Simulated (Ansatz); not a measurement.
# How BAs (F-43m) expands on warming, part 3 of 4

Aim: the lattice, expansion, heat capacity and bulk modulus of BAs as it warms.

Measurements to reproduce:
- volume expansion coefficient 11.55 1e-6/K near room temperature (given in “Basic Physical Properties of Cubic Boron Arsenide (three times its linear coefficient)”, 2019, arxiv:1911.11281)
- volume expansion coefficient 10.8 1e-6/K near room temperature (given in “Thermal expansion coefficients of high thermal conducting BAs and BP materials (three times its linear coefficient)”, 2019, arxiv:1906.04101)

Ansatz 0.2.0; DFT LDA, scalar-relativistic, plane waves, PAW.

So far, principal linear expansion coefficients at 298 K (× 1e-6/K): step 5 (phonons on strained cells, cutoff 487.2 eV, k-mesh 12×12×12) 3.43. Also isothermal bulk modulus at 298 K (GPa): step 5 143. The relaxed cell has a = 4.732 Å (conventional setting).

### Step 6. The quasi-harmonic study, k-mesh 8×8×8, q-mesh 4×4×4

The study relaxes the crystal at several strains, solves the phonons on some of them and minimises the free energy at each temperature (static energy, vibrations, the electrons in a metal, and PV under a set pressure); the q-mesh sets how far the force constants reach.

The input, input.yaml:

```yaml
crystal:
  lattice:
    - [0.0, 2.3660417785, 2.3660417785]
    - [2.3660417785, 0.0, 2.3660417785]
    - [2.3660417785, 2.3660417785, 0.0]
  atoms:
    - { symbol: B, position: [0.0, 0.0, 0.0] }
    - { symbol: As, position: [0.25, 0.25, 0.25] }
kpoints:
  mp_grid: { grid: [8, 8, 8] }
hamiltonian:
  xc: lda
scf:
  occupations: { method: fixed }
output:
  eigenvalues: true
phonons:
  method: dfpt
  qmesh: [4, 4, 4]
  temperatures: { t_max: 800.0, t_step: 50 }
  thermal_expansion: {}
```

Launch:

```
ansatz run input.yaml --threads 4 --pin off --max-ram 8192MiB --backend cpu --events-out ev --progress --plain --runs-dir out
```

Numbers of over 12 decimals in the logs are rounded to 6 here.

The log of the run:

```text
[...]
Crystal: 2 atoms, lattice volume = 26.491 Å³
Basis set: ecut = 487.2 eV, 645 PW (Γ), exchange–correlation on 50×50×50 points (8 copies of the dense FFT grid, shifted against one another)
Bands: 13, of which v1, the nominal top of the filled ones, is band 9 counted from 1 (8 counted from 0)
Symmetry: 24 space group operations
[...]
k-points: 29 of 512 (time reversal used)
[...]
SCF iter   1: F=—  HF=-4923.533344 eV  |F-HF|=—  |Δ(HF+E_count)|=         —  Δρ=7.22e-3  dr2=1.37e-2  ethr=1.77e-3  ⟨swp⟩=4.9  Hψ=1919  notcnv=0  defer=48
[...]
SCF iter   8: F=-4923.528496 eV  HF=-4923.528496 eV  |F-HF|=9.09e-13  |Δ(HF+E_count)|=  9.09e-13  Δρ=1.19e-8  dr2=2.07e-14  ethr=1.00e-12  ⟨swp⟩=6.0  Hψ=1799  notcnv=0
SCF 1 converged in 8 iterations: F = -4923.528496 eV  dr2 = 2.07e-14
[...]
relax step   1: F+E_penalty+E_count = -4923.52849550 eV  Δ(F+E_penalty+E_count) = +0.000e0 eV  max|allowed force component| = 3.150e-16 eV/Å  Δτ_max = 0.0000 Å  (8 SCF iters, accepted)
SCF converged after 8 iterations
Free energy (F): -4923.528496 eV
[...]
Internal energy: -4923.528496 eV  (E = F + TS)
E sigma→0 (E₀):  -4923.528496 eV
Fermi energy:    11.297397 eV
[...]
--- Stress (GPa, compression-positive) ---
        0.003132      -0.000000      -0.000000
       -0.000000       0.003132       0.000000
       -0.000000       0.000000       0.003132
  P = ⅓ Tr σ = 0.0031 GPa (0.031 kbar)
--- Band table (eV; the first three rows and the last of 29) ---
  k-point 0: bands = [... 5 lower, -4.3538, 11.2974, 11.2974, 11.2974, 14.5868, 14.5868, 14.5868, 16.3082]
  k-point 1: bands = [... 5 lower, -4.0920, 9.3129, 10.8462, 10.8462, 14.7615, 15.1788, 15.1788, 17.5004]
  k-point 2: bands = [... 5 lower, -3.3289, 6.2865, 10.1192, 10.1192, 14.4816, 15.9873, 15.9873, 19.3061]
  k-point 28: bands = [... 5 lower, 0.0825, 3.2452, 5.6266, 5.9301, 16.5061, 17.3094, 18.0690, 18.5259]
── thermal expansion: 3 new cells, 3 in all ──
thermal expansion: relaxation of cell 2
thermal expansion: relaxation of cell 3
── thermal expansion: 2 new cells, 5 in all ──
thermal expansion: relaxation of cell 4
thermal expansion: lower-state search of cell 4
thermal expansion: phonons of cell 4
thermal expansion: relaxation of cell 5
thermal expansion: phonons of cell 5
── thermal expansion: 5 new cells, 10 in all ──
thermal expansion: relaxation of cell 6
thermal expansion: relaxation of cell 7
thermal expansion: relaxation of cell 8
thermal expansion: relaxation of cell 9
thermal expansion: relaxation of cell 10
thermal expansion: phonons of cell 6
thermal expansion: phonons of cell 7
--- Relaxed structure (1 steps of the walk, 1 accepted, 0 SCFs on fresh bases) ---
  F+E_penalty+E_count = -4923.52849550 eV   max|allowed force component| = 3.150e-16 eV/Å
  atoms:
    - { symbol: B, position: [0.0, 0.0, 0.0] }
    - { symbol: As, position: [0.25, 0.25, 0.25] }
--- Thermal expansion: 10 cells in 3 rounds, 0 GPa ---
  no lower state was reached at cell 4
  without vibrations: a 3.34611, b 3.34611, c 3.34611 Å, V 26.4915 Å³, B 147.15 GPa
  at 0 K: a 3.35451, b 3.35451, c 3.35451 Å, V 26.6916 Å³, B 144.35 GPa
  zero-point expansion: a +0.251, b +0.251, c +0.251, V +0.755 %
[...]
0.00    3.35451    3.35451    3.35451    26.6916 |    0.00    0.00    0.00    0.00 |    5.30 |     0.000     0.000 |   144.35   144.35
   100.00    3.35462    3.35462    3.35462    26.6940 |    0.95    0.95    0.95    2.85 |    7.51 |    12.837    12.835 |   144.25   144.27
   200.00    3.35520    3.35520    3.35520    26.7079 |    2.55    2.55    2.55    7.64 |    9.87 |    25.419    25.392 |   143.73   143.89
   298.15    3.35628    3.35628    3.35628    26.7338 |    3.96    3.96    3.96   11.87 |       - |    34.112    34.016 |   142.91   143.31
   350.00    3.35702    3.35702    3.35702    26.7514 |    4.50    4.50    4.50   13.51 |   12.72 |    37.312    37.165 |   142.40   142.96
   450.00    3.35867    3.35867    3.35867    26.7908 |    5.25    5.25    5.25   15.74 |   14.05 |    41.537    41.283 |   141.34   142.21
   550.00    3.36052    3.36052    3.36052    26.8351 |    5.73    5.73    5.73   17.18 |   15.04 |    44.148    43.780 |   140.22   141.40
   650.00    3.36250    3.36250    3.36250    26.8826 |    6.06    6.06    6.06   18.17 |   15.82 |    45.851    45.368 |   139.07   140.55
   750.00    3.36458    3.36458    3.36458    26.9325 |    6.30    6.30    6.30   18.90 |   16.45 |    47.025    46.426 |   137.91   139.69
   800.00    3.36565    3.36565    3.36565    26.9582 |    6.40    6.40    6.40   19.20 |   16.73 |    47.482    46.825 |   137.32   139.25
[...]
vibrations' free energy: its fit passes through its cells
  the electrons' free energy at temperature is not in it: every band gap is over 0.83 eV
  free energies summed between the sampled wave vectors
[...]
the FFT grids of the static calculations differ: 24 × 24 × 24, 25 × 25 × 25
  band gaps on the cells' k-points are 1.095 to 1.150 eV
```

Elapsed: 4.5 min, on 4 threads of Arm Neoverse V2, shared host; peak memory 0.81 GiB.

Numbers from this step:

| Quantity | Value |
| --- | --- |
| pressure | 0.003132 GPa |
| gap on the k-mesh | 1.120 eV |
| volume expansion coefficient at 298 K | 11.87 1e-6/K |
| C_P at 298 K | 17.06 J/mol-atom/K |
| entropy at 298 K | 15.69 J/mol-atom/K |
| Grüneisen parameter at 298 K | 0.8027 |
| volume at 298 K | 13.37 Å³/atom |
| principal linear expansion coefficients at 298 K | 3.956, 3.956, 3.956 1e-6/K |

Strained cells of the study; zero-point energy where phonons were solved; the pressures are stresses at a fixed cutoff and can carry an offset from the finite basis. Expansion cells, by row:

| cell | \|a\| (Å) | \|b\| (Å) | \|c\| (Å) | V (Å³/atom) | E - E_lowest (meV/atom) | pressure, compression positive (GPa) | gap (eV) | zero-point energy (meV/atom) |
| --- | --- | --- | --- | --- | --- | --- | --- | --- |
| 1 | 3.346 | 3.346 | 3.346 | 13.25 | 0 | -0.018 | 1.12 | - |
| 2 | 3.373 | 3.373 | 3.373 | 13.57 | 3.41 | -3.368 | 1.14 | - |
| 3 | 3.32 | 3.32 | 3.32 | 12.93 | 3.538 | 3.675 | 1.1 | - |
| 4 | 3.346 | 3.346 | 3.346 | 13.25 | 0.001 | -0.05 | 1.121 | 82.37 |
| 5 | 3.363 | 3.363 | 3.363 | 13.45 | 1.383 | -2.184 | 1.133 | 81.01 |
| 6 | 3.355 | 3.355 | 3.355 | 13.35 | 0.403 | -1.205 | 1.127 | 81.64 |
| 7 | 3.373 | 3.373 | 3.373 | 13.57 | 3.49 | -3.405 | 1.14 | 80.2 |
| 8 | 3.313 | 3.313 | 3.313 | 12.86 | 5.485 | 4.625 | 1.095 | - |
| 9 | 3.33 | 3.33 | 3.33 | 13.05 | 1.338 | 2.217 | 1.108 | - |
| 10 | 3.387 | 3.387 | 3.387 | 13.73 | 7.751 | -4.961 | 1.15 | - |

Quasi-harmonic; a, b, c are the run's own cell vectors. Expansion, by row:

```
T (K)  a (Å)  b (Å)  c (Å)  alpha (deg)  beta (deg)  gamma (deg)  cell volume (Å³/cell)  alpha_a (1e-6/K)  alpha_b (1e-6/K)  alpha_c (1e-6/K)  alpha_V (1e-6/K)  C_P (J/mol-atom/K)  C_V (J/mol-atom/K)  S (J/mol-atom/K)  B_T (GPa)  B_S (GPa)  Grueneisen  extrapolation  fit error (1e-6/K)
    0  3.355  3.355  3.355           60          60           60                  26.69                 0                 0                 0                 0                   0                   0                 0      144.3      144.3           -              0                   0
   50  3.355  3.355  3.355           60          60           60                  26.69               0.2               0.2               0.2              0.61               1.732               1.732             0.541      144.3      144.3       0.408              0                   0
  100  3.355  3.355  3.355           60          60           60                  26.69              0.95              0.95              0.95              2.85               6.418               6.417             3.232      144.2      144.3       0.514              0                   0
  150  3.355  3.355  3.355           60          60           60                   26.7              1.72              1.72              1.72              5.17               9.838               9.833             6.511        144      144.1       0.609              0                   0
  200  3.355  3.355  3.355           60          60           60                  26.71              2.55              2.55              2.55              7.64               12.71                12.7             9.744      143.7      143.9       0.696              0                0.01
  250  3.356  3.356  3.356           60          60           60                  26.72              3.32              3.32              3.32              9.97               15.15               15.12             12.85      143.3      143.6        0.76              0                0.01
298.1  3.356  3.356  3.356           60          60           60                  26.73              3.96              3.96              3.96             11.87               17.06               17.01             15.69      142.9      143.3       0.803              0                0.01
  300  3.356  3.356  3.356           60          60           60                  26.73              3.98              3.98              3.98             11.93               17.12               17.07             15.79      142.9      143.3       0.804              0                0.01
  350  3.357  3.357  3.357           60          60           60                  26.75               4.5               4.5               4.5             13.51               18.66               18.58             18.55      142.4        143       0.834              0                0.01
  400  3.358  3.358  3.358           60          60           60                  26.77              4.92              4.92              4.92             14.75               19.84               19.75             21.13      141.9      142.6       0.854              0                0.01
  450  3.359  3.359  3.359           60          60           60                  26.79              5.25              5.25              5.25             15.74               20.77               20.64             23.52      141.3      142.2       0.869              0                0.01
  500   3.36   3.36   3.36           60          60           60                  26.81              5.51              5.51              5.51             16.53                21.5               21.34             25.75      140.8      141.8       0.881              0                0.01
  550  3.361  3.361  3.361           60          60           60                  26.84              5.73              5.73              5.73             17.18               22.07               21.89             27.82      140.2      141.4       0.889              0                0.01
  600  3.361  3.361  3.361           60          60           60                  26.86              5.91              5.91              5.91             17.72               22.54               22.33             29.77      139.7        141       0.896              0                0.01
  650  3.362  3.362  3.362           60          60           60                  26.88              6.06              6.06              6.06             18.17               22.93               22.68             31.59      139.1      140.6       0.902              0                0.01
  700  3.364  3.364  3.364           60          60           60                  26.91              6.19              6.19              6.19             18.56               23.24               22.97              33.3      138.5      140.1       0.906              0                0.01
  750  3.365  3.365  3.365           60          60           60                  26.93               6.3               6.3               6.3              18.9               23.51               23.21             34.91      137.9      139.7        0.91              0                0.02
  800  3.366  3.366  3.366           60          60           60                  26.96               6.4               6.4               6.4              19.2               23.74               23.41             36.43      137.3      139.2       0.914              0                0.03
```

Expansion coefficient against temperature; values in 1e-6/K:

```
temperature (K)  volume  principal 1
              0       0            0
             50    0.61          0.2
            100    2.85         0.95
            150    5.17         1.72
            200    7.64         2.55
            250    9.97         3.32
            298    11.9         3.96
            300    11.9         3.98
            350    13.5          4.5
            400    14.8         4.92
            450    15.7         5.25
            500    16.5         5.51
            550    17.2         5.73
            600    17.7         5.91
            650    18.2         6.06
            700    18.6         6.19
            750    18.9          6.3
            800    19.2          6.4
```

Changing the q-mesh (2×2×2 → 4×4×4) and the k-mesh (12×12×12 → 8×8×8) takes the volume expansion at 298 K from 10.3 to 11.9 × 10⁻⁶/K and B_T from 143 to 143 GPa.

### Step 7. A new level, relaxed again

The functional, the potentials or the cutoff change, so the crystal is relaxed again at the new setting.

input.yaml, the sections that differ from step 6:

```yaml
kpoints:
  mp_grid: { grid: [12, 12, 12] }
output:
  forces: true
  stress: true
  eigenvalues: true
basis:
  ecutwfc: 320.0
relax:
  adjacent_minimum: "off"
  f_tol: 0.001
  max_steps: 60
  cell: { stress_tol: 0.01 }
# crystal, hamiltonian, scf: as in step 6
# phonons: removed
```

The log of the run:

```text
Warning: basis.ecutwfc = 320 eV is below the records' recommended 420 eV, and the density's cutoff is lower with it unless basis.ecutrho_ratio is high enough to keep the records' density cutoff: compare with a run at a higher cutoff
[...]
Crystal: 2 atoms, lattice volume = 26.491 Å³
Basis set: ecut = 320 eV, 331 PW (Γ)
[...]
k-point 71: bands = [... 5 lower, 0.0874, 3.2459, 5.6320, 5.9367, 16.5187, 17.3194, 18.0826, 18.5372]
--- Relaxed structure (3 steps of the walk, 3 accepted, 1 SCFs on fresh bases) ---
[...]
cell:  # Å, volume = 26.4803 Å³
    - [0, 2.365725, 2.365725]
    - [2.365725, 0, 2.365725]
    - [2.365725, 2.365725, 0]
  atoms:
    - { symbol: B, position: [0, 0, 0] }
    - { symbol: As, position: [0.250000, 0.250000, 0.250000] }
[key lines of the parts left out:]
SCF converged after 6 iterations
Free energy (F): -4923.470314 eV
Fermi energy:    11.311449 eV
P = ⅓ Tr σ = -0.0060 GPa (-0.060 kbar)
```

Elapsed: 1.8 s, on 4 threads; peak memory 0.34 GiB; 6.3 s of CPU time.

Relaxation path:

```csv
step,energy less that of the first step (eV),largest force component (eV/Å),pressure (GPa),volume (Å³)
1,0.0000,0.0000,-0.07,26.49
2,-0.0001,0.0000,-0.01,26.48
3,-0.0002,0.0000,0.00,26.48
4*,0.0004,0.0000,-0.01,26.48
```

Relaxation steps marked * repeat the geometry before them on a plane-wave basis chosen anew for their cell, so energy and pressure can jump there.

Forces are held to the 24 operations that the run works with; a distortion that breaks them can't arise in this run.

| conventional cell, symmetrised | before | after | change |
| --- | --- | --- | --- |
| a (Å) | 4.732 | 4.731 | -0.0 % |
| b (Å) | 4.732 | 4.731 | -0.0 % |
| c (Å) | 4.732 | 4.731 | -0.0 % |
| volume (Å³/atom) | 13.25 | 13.24 | -0.0 % |

The relaxed structure:

```xyz
2
Lattice="0.0000 2.3657 2.3657 2.3657 0.0000 2.3657 2.3657 2.3657 0.0000" Properties=species:S:1:pos:R:3 pbc="T T T"
B     0.0000    0.0000    0.0000
As    1.1829    1.1829    1.1829
```

This step gave:

* pressure: -0.006021 GPa
* gap on the k-mesh: 1.106 eV
* volume per atom: 13.24 Å³

The residual pressure is -0.0060 GPa, small enough for phonons.

### Step 8. The quasi-harmonic study, cutoff 320 eV, q-mesh 4×4×4

The study relaxes the crystal at several strains, solves the phonons on some of them and minimises the free energy at each temperature (static energy, vibrations, the electrons in a metal, and PV under a set pressure); the q-mesh sets how far the force constants reach.

input.yaml, the sections that differ from step 7:

```yaml
crystal:
  lattice:
    - [0.0, 2.3657254224, 2.3657254224]
    - [2.3657254224, 0.0, 2.3657254224]
    - [2.3657254224, 2.3657254224, 0.0]
  atoms:
    - { symbol: B, position: [0.0, 0.0, 0.0] }
    - { symbol: As, position: [0.25, 0.25, 0.25] }
output:
  eigenvalues: true
phonons:
  method: dfpt
  qmesh: [4, 4, 4]
  temperatures: { t_max: 800.0, t_step: 50 }
  thermal_expansion: {}
# kpoints, hamiltonian, scf, basis: as in step 7
# relax: removed
```

The log of the run:

```text
[...]
Warning: basis.ecutrho_ratio = 4 (ecutrho = 1280 eV) is below the records' recommended 1680 eV
[...]
Crystal: 2 atoms, lattice volume = 26.480 Å³
Basis set: ecut = 320 eV, 331 PW (Γ), exchange–correlation on 40×40×40 points (8 copies of the dense FFT grid, shifted against one another)
[...]
800.00    3.36562    3.36562    3.36562    26.9576 |    6.53    6.53    6.53   19.60 |   17.04 |    47.516    46.831 |   137.13   139.13
[...]
vibrations' free energy: its fit passes through its cells
  the electrons' free energy at temperature is not in it: every band gap is over 0.83 eV
  free energies summed between the sampled wave vectors
[...]
band gaps on the cells' k-points are 1.080 to 1.140 eV
[key lines of the parts left out:]
SCF converged after 8 iterations
Free energy (F): -4923.470315 eV
Fermi energy:    11.311449 eV
P = ⅓ Tr σ = -0.0060 GPa (-0.060 kbar)
```

The job ended after 6.7 min (4 threads; peak memory 1.3 GiB; 25 min of CPU time).

Changing the k-mesh (8×8×8 → 12×12×12) and the cutoff (487.2 → 320 eV) takes the volume expansion at 298 K from 11.9 to 12.1 × 10⁻⁶/K and B_T from 143 to 143 GPa.

(Continued in part 4 of 4.)

[Logs are printed without paths, hosts, clocks, repeated set-up lines and the standing remarks that a program may print on its own settings, such as how far it seeks lower states.]

[Hosts, paths, dates, database ids (printed as entryN), source tags and the programs' standing remarks are cut or masked in the printed files.]

[A step with changed settings may run another functional than the one named; its input shows which.]
